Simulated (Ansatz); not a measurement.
# Screened interactions in Cs2MoF4 (started from the K2NiF4 type) (I4/mmm)

Wanted: the parameters of a Hubbard-Kanamori model for Cs2MoF4 (started from the K2NiF4 type) (I4/mmm).

Method: non-magnetic LDA, then constrained RPA, plane waves, PAW, in Ansatz 0.2.0.

The structure was built from a prototype and need not be the compound's stable phase.

## 1. Set-up

The structure is tetragonal, space group I4/mmm (No. 139). Conventional cell: a = 4.180 Å, b = 4.180 Å, c = 14.304 Å, α = 90.00°, β = 90.00°, γ = 90.00°. Nearest to Cs lie 9 F at 2.92 to 2.97 Å. Mo has 6 F at 2.09 to 2.12 Å nearest. F has 2 Mo at 2.09 Å and 4 Cs at 2.97 Å nearest. Nearest to F lie 1 Mo at 2.12 Å and 5 Cs at 2.92 to 2.96 Å. Farther neighbours and most contacts between anions are not listed.

The structure was relaxed with LDA. The structure type comes from a generator and need not be one that this composition takes. The structure was generated from a model, not taken from a measurement. The runs that relaxed it are not among those shown. The program's search for lower electronic states was switched off, so nothing shows that the state found is the lowest. Spin-orbit coupling is left out unless a step names it. The default PAW set here is soft_2. Its files were made with PBE.

## 2. LDA bands and orbital weights

This step: DFT, LDA, plane waves, PAW.

File input.yaml:

```yaml
crystal:
  lattice:
    - [2.09017297, -2.09017297, 7.15219142]
    - [-2.09017297, 2.09017297, 7.15219142]
    - [-2.09017297, -2.09017297, -7.15219142]
  atoms:
    - { symbol: Cs, position: [0.3523595538, 0.3523595538, 0.0] }
    - { symbol: Cs, position: [0.6476404462, 0.6476404462, 0.0] }
    - { symbol: Mo, position: [0.0, 0.0, 0.0] }
    - { symbol: F, position: [0.0, 0.5, 0.5] }
    - { symbol: F, position: [0.5, 0.0, 0.5] }
    - { symbol: F, position: [0.1483851221, 0.1483851221, 0.0] }
    - { symbol: F, position: [0.8516148779, 0.8516148779, 0.0] }
kpoints:
  mp_grid: { grid: [8, 8, 8] }
  band_path:
    path:
      - [[0.0, 0.0, 0.0], [0.0, 0.0, 0.5], [0.25, 0.25, 0.25], [0.0, 0.5, 0.0], [0.0, 0.0, 0.0], [0.5, 0.5, -0.5], [0.27295684, 0.72704316, -0.27295684]]
      - [[-0.27295684, 0.27295684, 0.27295684], [0.0, 0.0, 0.0]]
      - [[0.0, 0.0, 0.5], [-0.04591368, 0.04591368, 0.5]]
      - [[0.5, 0.5, -0.04591368], [0.5, 0.5, -0.5]]
    npoints: 10
hamiltonian:
  xc: lda
scf:
  occupations: { method: gaussian, width: 0.08 }
  n_extra_bands: 19
  max_iter: 150
  lower_state_search: "off"
output:
  eigenvalues: true
  forces: true
  stress: true
  fatbands: true
  write_density: true
  write_potential: true
  elf: true
  volumetric_format: npy
```

Command:

```sh
$ ansatz run input.yaml --threads 4 --pin off --max-ram 14745MiB --backend cpu --events-out ev --progress --plain --runs-dir out
```

Numbers of over 12 decimals in the logs are rounded to 6 here.

Output:

```text
basis.fft_grid_basis auto: the FFT boxes are laid along the combinations [[1, -1, 0], [0, 1, 0], [1, 0, 1]] of the cell's own vectors, 5.912, 7.739 and 4.180 Å long. The dense box has 40×54×30 points. Along the cell's own vectors, as sized, it would have 54×54×54, 2.43 times as many. Of the 16 symmetry operations that the crystal satisfies within crystal.symmetry.tolerance (time reversal apart; of a slab, those that  [...]
scf.n_extra_bands = 19 over 30 filled bands (N_el = 60.0): the run solves 49 bands
Engine: ansatz 0.2.0, aarch64-unknown-linux-gnu
Pseudopotentials: kind: paw
Pseudopotential: Cs, paw, valence charge 9, recommended cutoff 420 eV (normal), Cs.paw.azcp
Pseudopotential: Mo, paw, valence charge 14, recommended cutoff 420 eV (normal), Mo.paw.azcp
Pseudopotential: F, paw, valence charge 7, recommended cutoff 420 eV (normal), F.paw.azcp
Functional definition: SPW92
  exchange = slater_x
  correlation = pw_c
Crystal: 7 atoms, lattice volume = 124.987 Å³
Basis set: ecut = 420 eV, 2427 PW (Γ), FFT grids on a1−a2, a2, a1+a3
Bands: 49, of which v1, the nominal top of the filled ones, is band 30 counted from 1 (29 counted from 0)
Symmetry: 16 space group operations
Space group: I4/mmm (ITA 139), of the structure as read, at distance tolerance 5.0e-5 Å
k-points: 59 of 512
Non-local potential: Cs, projectors of the file, l = 0: 3, l = 1: 2, l = 2: 2, l = 3: 2
Non-local potential: Mo, projectors of the file, l = 0: 3, l = 1: 2, l = 2: 2, l = 3: 1
Non-local potential: F, projectors of the file, l = 0: 2, l = 1: 2, l = 2: 1
PAW form: soft (Blöchl's): semilocal exchange-correlation on the pseudo side does not see the compensation charge
PAW frozen core: Cs, regenerated for the run's functional, and the local potential with it (the file was generated under x = pbe(κ = 0.804, μ = 0.219515), c = pbe(β = 0.066725))
PAW frozen core: Mo, regenerated for the run's functional, and the local potential with it (the file was generated under x = pbe(κ = 0.804, μ = 0.219515), c = pbe(β = 0.066725))
PAW frozen core: F, regenerated for the run's functional, and the local potential with it (the file was generated under x = pbe(κ = 0.804, μ = 0.219515), c = pbe(β = 0.066725))
PAW one-centre angular grid: Cs, 194 points (default); XC on 64 Gauss nodes
PAW one-centre angular grid: Mo, 590 points (default); XC on 64 Gauss nodes
PAW one-centre angular grid: F, 110 points (default); XC on 64 Gauss nodes
Initial density: superposition of atomic densities (neutral atoms: chi_scale 0, normalization atom), corrected by the library's trained network
Initial wavefunctions: pseudopotential atomic-orbital guess
Functional: x = slater, c = lda
SCF iter   1: F=—  HF=-19031.488868 eV  |F-HF|=—  |Δ(HF+E_count)|=         —  Δρ=1.69e-2  dr2=2.34e-1  ethr=1.77e-3  ⟨swp⟩=6.1  Hψ=12738  notcnv=0  defer=365
preconditioner: auto → LDOS  [metal: Δε(μ)=0.004 eV  Ē_g=12.764 eV  σ=0.080 eV  W_gap=0.03  n_scr=32 (ndim 8)  ℏωp=21.0 eV  f_vac=0.044  D(μ)=3.41/eV (n_scr^D=24)  β→1.0]
SCF iter   2: F=—  HF=-19031.495863 eV  |F-HF|=—  |Δ(HF+E_count)|=   6.99e-3  Δρ=1.87e-2  dr2=2.55e-1  ethr=3.89e-4  ⟨swp⟩=2.0  Hψ=5257  notcnv=0  defer=761
SCF iter   3: F=—  HF=-19031.424798 eV  |F-HF|=—  |Δ(HF+E_count)|=   7.11e-2  Δρ=2.03e-3  dr2=5.09e-3  ethr=3.89e-4  ⟨swp⟩=2.0  Hψ=3905  notcnv=0  defer=761
SCF iter   4: F=—  HF=-19031.423878 eV  |F-HF|=—  |Δ(HF+E_count)|=   9.20e-4  Δρ=1.21e-3  dr2=1.43e-3  ethr=8.48e-6  ⟨swp⟩=1.1  Hψ=3374  notcnv=0  defer=744
SCF iter   5: F=—  HF=-19031.423585 eV  |F-HF|=—  |Δ(HF+E_count)|=   2.93e-4  Δρ=4.90e-4  dr2=3.48e-4  ethr=2.39e-6  ⟨swp⟩=2.2  Hψ=3397  notcnv=0  defer=744
SCF iter   6: F=—  HF=-19031.423499 eV  |F-HF|=—  |Δ(HF+E_count)|=   8.59e-5  Δρ=2.06e-4  dr2=7.03e-5  ethr=5.80e-7  ⟨swp⟩=2.1  Hψ=3234  notcnv=0  defer=744
SCF iter   7: F=—  HF=-19031.423483 eV  |F-HF|=—  |Δ(HF+E_count)|=   1.52e-5  Δρ=8.41e-5  dr2=1.00e-5  ethr=1.17e-7  ⟨swp⟩=2.0  Hψ=2319  notcnv=0  defer=744
SCF iter   8: F=—  HF=-19031.423481 eV  |F-HF|=—  |Δ(HF+E_count)|=   2.47e-6  Δρ=1.53e-5  dr2=3.48e-7  ethr=1.67e-8  ⟨swp⟩=2.0  Hψ=3056  notcnv=0  defer=744
SCF iter   9: F=-19031.423481 eV  HF=-19031.423481 eV  |F-HF|=3.58e-8  |Δ(HF+E_count)|=   8.71e-8  Δρ=5.98e-6  dr2=4.79e-8  ethr=1.67e-10  ⟨swp⟩=17.1  Hψ=22026  notcnv=0
SCF 1 converged in 9 iterations: F = -19031.423481 eV  dr2 = 4.79e-8
  greatest PAW one-centre occupation: 0.999 electrons in one spin orbital (limit 2), on the Mo atom at site 2 (counted from 0), in its partial waves of l = 0
NSCF: frozen V_eff on 94 k-points
SCF converged after 9 iterations
Free energy (F): -19031.423481 eV
Harris-Foulkes:  -19031.423481 eV  (|F-HF|=3.58e-8)
Internal energy: -19031.410071 eV  (E = F + TS)
E sigma→0 (E₀):  -19031.416776 eV
Entropy (-TS):   -0.013410 eV (-1.916 meV/atom)
Fermi energy:    10.630959 eV
--- Per-component energies (eV) ---
  E_band       = -304.352814
  E_kinetic    = 1554.798594
  E_local      = -5054.304549  (includes V_loc(G=0)·N_el)
  E_nonlocal   = 520.539725
  E_hartree    = 2012.644217
  E_xc         = -841.771381
  E_vxc        = -888.069825  (∫ρ·V_xc dr)
  E_paw        = -13646.164608  (= ΣΔE_a)
  E_vpaw       = -462.607019  (= ΣTr[D̂ρ^β])
  E_aug_tail   = 0.007971  (compensation charges beyond the density's cutoff)
  E_ewald      = -3578.626975
  E_core_change = 1.466936  (= ΣΔE_core)
  E_smearing   = -0.013410  (= −TS)
  E_closure    = 0.000000  (closes the sum)
  Σ components = -19031.423481   (vs F -19031.423481, Δ=0.00e0)
--- Forces (eV/Å), atoms counted from 1 ---
  atom   1  Cs     0.00000000     0.00000000    -0.00036214
  atom   2  Cs     0.00000000    -0.00000000     0.00036214
  atom   3  Mo    -0.00000000    -0.00000000     0.00000000
  atom   4  F      0.00000000    -0.00000000    -0.00000000
  atom   5  F     -0.00000000     0.00000000    -0.00000000
  atom   6  F      0.00000000     0.00000000     0.00627955
  atom   7  F     -0.00000000    -0.00000000    -0.00627955
  max |Σ_I F_I| component: 1.73e-18 eV/Å
--- Stress (GPa, compression-positive) ---
       -0.030232       0.000000      -0.000000
        0.000000      -0.030232       0.000000
        0.000000      -0.000000       0.016883
  P = ⅓ Tr σ = -0.0145 GPa (-0.145 kbar)
--- Band table (eV; the first three rows and the last of 59) ---
  k-point 0: bands = [... 26 lower, 4.3113, 4.3113, 9.3568, 9.8731, 9.8731, 11.3271, 11.3294, 11.9875, ... 15 higher]
  k-point 1: bands = [... 26 lower, 4.3026, 4.3362, 9.6659, 9.9788, 10.0475, 11.8028, 11.8794, 12.3688, ... 15 higher]
  k-point 2: bands = [... 26 lower, 4.4102, 4.4130, 10.2723, 10.3299, 10.4212, 12.6269, 12.9098, 13.0376, ... 15 higher]
  k-point 58: bands = [... 26 lower, 4.4619, 4.4619, 9.3588, 9.9947, 9.9947, 11.1822, 11.9088, 11.9105, ... 15 higher]
```

The job ended after 15 s (4 threads of Arm Neoverse V1, shared host; peak memory 0.7 GiB).

This step gave:

```
pressure : -0.01453 GPa
```

Electronic bands along the path, in eV, zero at the Fermi level:

```tsv
point	band 27	band 28	band 29	band 30	band 31	band 32	band 33	band 34
Γ	-6.32	-6.32	-1.27	-0.76	-0.76	0.70	0.70	1.36
halfway	-6.22	-6.22	-0.36	-0.30	-0.21	2.00	2.28	2.41
X	-6.07	-5.97	0.08	0.28	0.67	1.42	2.16	2.54
halfway	-6.04	-5.98	0.10	0.24	0.67	1.56	2.18	2.31
P	-6.01	-6.01	0.16	0.16	0.67	1.90	1.90	2.21
halfway	-6.37	-6.36	-0.24	0.20	0.24	1.80	2.43	2.44
N	-6.67	-6.62	-0.62	-0.16	0.31	1.08	2.20	2.36
halfway	-6.58	-6.39	-0.72	-0.69	-0.28	1.10	1.66	1.92
Γ	-6.32	-6.32	-1.27	-0.76	-0.76	0.70	0.70	1.36
halfway	-6.22	-6.22	-1.27	-0.70	-0.70	0.62	1.10	1.31
M	-6.17	-6.17	-1.27	-0.64	-0.64	0.55	1.28	1.28
halfway	-6.52	-6.42	-0.80	-0.62	-0.25	1.00	1.56	1.98
S	-6.79	-6.58	-0.62	-0.19	0.30	1.04	2.14	2.47
jump to S0	-6.79	-6.58	-0.62	-0.19	0.30	1.04	2.14	2.47
halfway	-6.66	-6.37	-0.69	-0.64	-0.22	1.12	1.71	2.00
Γ	-6.32	-6.32	-1.27	-0.76	-0.76	0.70	0.70	1.36
jump to X	-6.07	-5.97	0.08	0.28	0.67	1.42	2.16	2.54
halfway	-6.08	-5.97	0.08	0.28	0.66	1.43	2.17	2.54
R	-6.12	-5.98	0.08	0.26	0.63	1.45	2.18	2.52
jump to G	-6.12	-5.98	0.08	0.26	0.63	1.45	2.18	2.52
halfway	-6.37	-6.09	-0.42	-0.25	-0.25	1.92	2.00	2.12
M	-6.17	-6.17	-1.27	-0.64	-0.64	0.55	1.28	1.28
```

Of the projections kept (Mo 4d, F 2p), the largest for each band there; the rest of the weight can lie on other orbitals:

```tsv
point	band 27	band 28	band 29	band 30	band 31	band 32	band 33	band 34
Γ	F 2p 0.88	F 2p 0.88	Mo 4d 0.98	Mo 4d 0.90	Mo 4d 0.90	-	Mo 4d 0.87	F 2p 0.01
X	F 2p 0.83	F 2p 0.85	Mo 4d 0.75	Mo 4d 0.84	Mo 4d 0.81	-	Mo 4d 0.49	Mo 4d 0.09
P	F 2p 0.85	F 2p 0.85	Mo 4d 0.77	Mo 4d 0.77	Mo 4d 0.81	Mo 4d 0.07	Mo 4d 0.07	Mo 4d 0.51
N	F 2p 0.90	F 2p 0.95	Mo 4d 0.91	Mo 4d 0.88	Mo 4d 0.83	Mo 4d 0.74	F 2p 0.05	Mo 4d 0.09
Γ	F 2p 0.88	F 2p 0.88	Mo 4d 0.98	Mo 4d 0.90	Mo 4d 0.90	-	Mo 4d 0.87	F 2p 0.01
M	F 2p 0.86	F 2p 0.86	Mo 4d 0.99	Mo 4d 0.91	Mo 4d 0.91	Mo 4d 0.69	Mo 4d 0.73	Mo 4d 0.20
```

ELF in the ac plane of the conventional cell at fractional y = 0.000, with atoms of Cs and Mo and F within 0.2 Å of it. It is the smooth field of the valence electrons, not physical close to the nuclei.

Ten even steps from '0' (0.01) to '9' (0.87), each cell a mean:
```
67513788862377
23211245311123
77520000001467
68851000003797
77630000001477
22100000000112
87763100024678
57997300159986
04898300159972
89973100015898
76311466531246
00026887884000
11015888873001
88521245311478
68985100027996
04898300169971
78997200148998
65542000013456
32100000000123
88741000002688
68851000002787
65410000001246
34311466531244
57514887862376
```
Columns run along a (4.2 Å), rows up along c (14.3 Å), edges of the conventional cell, whose origin can differ from the input's. Atoms in or near the plane, at fractional coordinates: Cs at (0.00, 0.35), Cs at (0.00, 0.65), Mo at (0.00, 0.00), F at (0.50, 0.00), F at (0.50, 0.50), F at (0.00, 0.15), F at (0.00, 0.85).

Valence density in the ac plane of the conventional cell at fractional y = 0.000, with atoms of Cs and Mo and F within 0.2 Å of it. It is the smooth field of the valence electrons, not physical close to the nuclei.

Ten steps, logarithmic in the rise over the least value, from '_' (0 e/Å³) to '@' (11 e/Å³), each cell a mean:
```
%%##**----**%%%%##==--==##%%
====--::..::----::....::--==
##**==::____________..::++##
@@%%++::..__________..==##@@
**++--..____________..::==**
......__________________....
----::..____________..::----
======--::..______..--==++==
::==++==::..______..--====--
======--....______..::--====
::::......--====--::....::::
______..--**@@@@%%++::..____
______..--**%%%%##==::..____
----::....::::--::....::----
======--::..______..::==++==
..==++==::..______..--====--
======--::________..::======
--::::..______________..::::
::::..__________________..::
%%**==::____________..--++##
@@%%++::..__________..--##@@
**==--..____________..::==++
**++==::::--======::::--==++
%%%%**====**@@@@%%++--++##%%
```
Columns run along a (4.2 Å), rows up along c (14.3 Å), edges of the conventional cell, whose origin can differ from the input's. Atoms in or near the plane, at fractional coordinates: Cs at (0.00, 0.35), Cs at (0.00, 0.65), Mo at (0.00, 0.00), F at (0.50, 0.00), F at (0.50, 0.50), F at (0.00, 0.15), F at (0.00, 0.85).

(Continued in part 2 of 2.)

[Paths, hosts, dates, memory and timing lines, banners, echoed tables and standing remarks are left out of the program output.]

[Logs are printed without paths, hosts, clocks, repeated set-up lines and the standing remarks that a program may print on its own settings, such as how far it seeks lower states.]

[Runs of the session that timed out or met a known fault of the program may be left out.]

[Hosts, paths, dates, database ids (printed as entryN), source tags and the programs' standing remarks are cut or masked in the printed files.]
